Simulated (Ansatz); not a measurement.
# AgB (built on the sites of a database entry of InAg): Grüneisen parameters, part 2 of 2

Does AgB (built on the sites of a database entry of InAg) expand much on heating, by its phonons?

Ansatz 0.2.0; DFT PBEsol, scalar-relativistic, plane waves, PAW.

So far, highest frequency on the path or at a solved wavevector (cm⁻¹): step 2 (response at finite wavevector) 305; step 4 (phonons at the other volume, volume ratio 0.97) 331.

The structure was built from a prototype and need not be the compound's stable phase.

## Step 5: Relaxing at another volume, volume ratio 1.03

The volume is scaled by 1.03 and held; symmetry leaves nothing to relax, so this is a single point. The modes can then be followed against volume.

File input.yaml:

```yaml
crystal:
  lattice:
    - [2.8892481327, 0.0, 0.0]
    - [0.0, 2.8892481327, 0.0]
    - [0.0, 0.0, 2.8892481327]
  atoms:
    - { symbol: B, position: [0.5, 0.5, 0.5] }
    - { symbol: Ag, position: [0.0, 0.0, 0.0] }
kpoints:
  mp_grid: { grid: [16, 16, 16] }
hamiltonian:
  xc: pbesol
scf:
  occupations: { method: methfessel_paxton, width: 0.2 }
output:
  forces: true
  stress: true
  eigenvalues: true
```

Launch:

```
$ ansatz run input.yaml --threads 4 --pin off --max-ram 7168MiB --backend cpu --events-out ev --progress --plain --runs-dir out
```

Numbers of over 12 decimals in the logs are rounded to 6 here.

The log of the run:

```text
[...]
Crystal: 2 atoms, lattice volume = 24.119 Å³
Basis set: ecut = 420 eV, 461 PW (Γ), exchange–correlation on 40×40×40 points (8 copies of the dense FFT grid, shifted against one another)
Bands: 15, of which v1, the nominal top of the filled ones, is band 11 counted from 1 (10 counted from 0)
Symmetry: 48 space group operations
[...]
k-points: 165 of 4096
[...]
--- Band table (eV; the first three rows and the last of 165) ---
  k-point 0: bands = [... 7 lower, 11.4176, 11.4176, 11.4176, 17.8797, 17.8797, 17.8797, 24.4421, 28.2145]
  k-point 1: bands = [... 7 lower, 11.3620, 11.3620, 11.4212, 17.5896, 17.9841, 17.9841, 24.5771, 28.1593]
  k-point 2: bands = [... 7 lower, 11.2107, 11.2107, 11.4317, 16.8559, 18.2802, 18.2802, 24.8624, 28.0010]
  k-point 164: bands = [... 7 lower, 12.2454, 12.2454, 13.4189, 18.5801, 18.5801, 18.5801, 20.2496, 20.2496]
[key lines of the parts left out:]
SCF converged after 5 iterations
Free energy (F): -7672.278864 eV
Fermi energy:    16.074947 eV
P = ⅓ Tr σ = -4.1175 GPa (-41.175 kbar)
```

Elapsed: 1.4 s, on 4 threads of Arm Neoverse N1, shared host; peak memory 0.34 GiB; 4.4 s of CPU time.

This step gave:

```
pressure        : -4.117 GPa
volume per atom : 12.06 Å³
```

The run ends at a pressure of -4.12 GPa.

## Step 6: Phonons at the other volume, volume ratio 1.03

The phonons are repeated at this volume on the same k and q meshes.

input.yaml, the sections that differ from step 5:

```yaml
output:
  eigenvalues: true
phonons:
  method: dfpt
  qmesh: [4, 4, 4]
  temperatures: { t_max: 1000, t_step: 50 }
  qpath:
    path:
      - [[0.0, 0.0, 0.0], [0.0, 0.5, 0.0], [0.5, 0.5, 0.0], [0.0, 0.0, 0.0], [0.5, 0.5, 0.5], [0.0, 0.5, 0.0]]
      - [[0.5, 0.5, 0.5], [0.5, 0.5, 0.0]]
    npoints: 10
# crystal, kpoints, hamiltonian, scf: as in step 5
```

The log of the run:

```text
[...]
Crystal: 2 atoms, lattice volume = 24.119 Å³
Basis set: ecut = 420 eV, 461 PW (Γ), exchange–correlation on 40×40×40 points (8 copies of the dense FFT grid, shifted against one another)
Bands: 15, of which v1, the nominal top of the filled ones, is band 11 counted from 1 (10 counted from 0)
Symmetry: 48 space group operations
k-points: 165 of 4096
[...]
k-point 164: bands = [... 7 lower, 12.2454, 12.2454, 13.4189, 18.5801, 18.5801, 18.5801, 20.2496, 20.2496]
[...]
ASR residual: 9.108e-6 → 0.000e0 eV/Å²; symmetrization residual: 1.027e-6 eV/Å²
  ASR residual per site (eV/Å²): 6.24e-7 9.11e-6
  Γ frequencies (cm⁻¹): 0.00 0.00 0.00 158.59 158.59 158.59
--- Phonons (arbitrary-q DFPT): 10 irreducible q on the 4×4×4 mesh ---
[...]
interpolated dispersion: 62 rows × 6 modes
[...]
[key lines of the parts left out:]
SCF converged after 7 iterations
Free energy (F): -7672.278864 eV
Fermi energy:    16.074966 eV
```

Elapsed: 8.8 min, on 4 threads; peak memory 2.1 GiB.

This step gave:

- sum-rule residual before enforcement: 9.11e-6 eV/Å²
- lowest frequency on the path: -164.2 cm⁻¹
- highest frequency on the path or at a solved wavevector: 277.4 cm⁻¹
- highest optical mode at the zone centre (no LO-TO term): 158.6 cm⁻¹
- lowest optical zone-centre mode: 158.6 cm⁻¹
- lowest mode on the q mesh (acoustic modes at Γ apart): -164.2 cm⁻¹

The highest optical mode at the zone centre (no LO-TO term) is 158.6 cm⁻¹, -28.9 cm⁻¹ against the base run.

## Step 7: Grüneisen parameters

The Grüneisen parameter of a mode is minus the logarithmic change of its frequency with volume, −d ln ω / d ln V; weighted by heat capacity it gives the expansion.

Numbers from this step:

```
bulk modulus : 150.1 GPa
```

Phonon branches along the path, in cm⁻¹:

| point | branch 1 | branch 2 | branch 3 | branch 4 | branch 5 | branch 6 |
| --- | --- | --- | --- | --- | --- | --- |
| Γ | 0 | 0 | 0 | 188 | 188 | 188 |
| halfway | -12 | -12 | 119 | 190 | 190 | 218 |
| X | 40 | 40 | 168 | 188 | 188 | 274 |
| halfway | 64 | 92 | 113 | 228 | 238 | 239 |
| M | -54 | -54 | 68 | 236 | 236 | 250 |
| halfway | 42 | 52 | 119 | 207 | 216 | 238 |
| Γ | 0 | 0 | 0 | 188 | 188 | 188 |
| halfway | -21 | -21 | 116 | 195 | 195 | 305 |
| R | -142 | -142 | -142 | 149 | 149 | 149 |
| halfway | -49 | 110 | 114 | 156 | 190 | 266 |
| X | 40 | 40 | 168 | 188 | 188 | 274 |
| jump to R | -142 | -142 | -142 | 149 | 149 | 149 |
| halfway | -113 | -113 | 117 | 182 | 192 | 192 |
| M | -54 | -54 | 68 | 236 | 236 | 250 |

The same for volume x 0.97:

| point | branch 1 | branch 2 | branch 3 | branch 4 | branch 5 | branch 6 |
| --- | --- | --- | --- | --- | --- | --- |
| Γ | 0 | 0 | 0 | 217 | 217 | 217 |
| X | 53 | 53 | 182 | 217 | 217 | 307 |
| M | -40 | -40 | 76 | 264 | 264 | 280 |
| Γ | 0 | 0 | 0 | 217 | 217 | 217 |
| R | -117 | -117 | -117 | 161 | 161 | 161 |
| X | 53 | 53 | 182 | 217 | 217 | 307 |
| R | -117 | -117 | -117 | 161 | 161 | 161 |
| M | -40 | -40 | 76 | 264 | 264 | 280 |

The same for volume x 1.03:

| point | branch 1 | branch 2 | branch 3 | branch 4 | branch 5 | branch 6 |
| --- | --- | --- | --- | --- | --- | --- |
| Γ | 0 | 0 | 0 | 159 | 159 | 159 |
| X | 25 | 25 | 155 | 158 | 158 | 242 |
| M | -67 | -67 | 59 | 209 | 209 | 221 |
| Γ | 0 | 0 | 0 | 159 | 159 | 159 |
| R | -164 | -164 | -164 | 137 | 137 | 137 |
| X | 25 | 25 | 155 | 158 | 158 | 242 |
| R | -164 | -164 | -164 | 137 | 137 | 137 |
| M | -67 | -67 | 59 | 209 | 209 | 221 |

The first set of phonon branches as a text plot (rows in cm⁻¹):

```
    321 |
    300 |                               *
    280 |      ***                     * **          *  **
    259 |     *   *    *             **             * **
    238 |    *     ***********             *       *  **      ***
    218 |   *     **       *****    *                *        **
    197 |**********          ******* ****   *     * * ****   *
    177 |       *                   *    ***     *** *   * ***
    156 |     ** *                          ******  *  ** *
    135 |    *    **                             **  **    **
    115 |   *             *****        ****        **        *
     94 |          **          *     **    *       * *        *
     73 |  *      * *******     *   *             *   **   *   **
     53 | *      *** *     ***                       *  *
     32 |*    ****    *   *   ** * *                     *
     11 |    *        * *      *** *****          *
     -9 |****                   ***
    -30 |                *              *   *
    -51 |              **                **         *           *
    -71 |                                  *     *             *
    -92 |                                          *          *
   -113 |                                   **   *           *
   -133 |                                    ******       ***
   -154 |
         Γ      X      M          Γ            R        X|R     M
```

## Step 8: What came out

* bulk modulus: 150 GPa

In words: No expansion is given, because modes are imaginary at one volume or more. The highest optical mode at Γ goes from 217 to 159 cm⁻¹ as the cell grows, a Grüneisen parameter of 5.21. Branches are matched by rank, so values near crossings are rough. With no gap, or one that is small against the smearing, the frequencies hang on the k mesh and the smearing, most of all near Kohn anomalies. The starting cell was built on a prototype and not taken from a measurement, so the phase need not exist.

[Logs are printed without paths, hosts, clocks, repeated set-up lines and the standing remarks that a program may print on its own settings, such as how far it seeks lower states.]

[Hosts, paths, dates, database ids (printed as entryN), source tags and the programs' standing remarks are cut or masked in the printed files.]
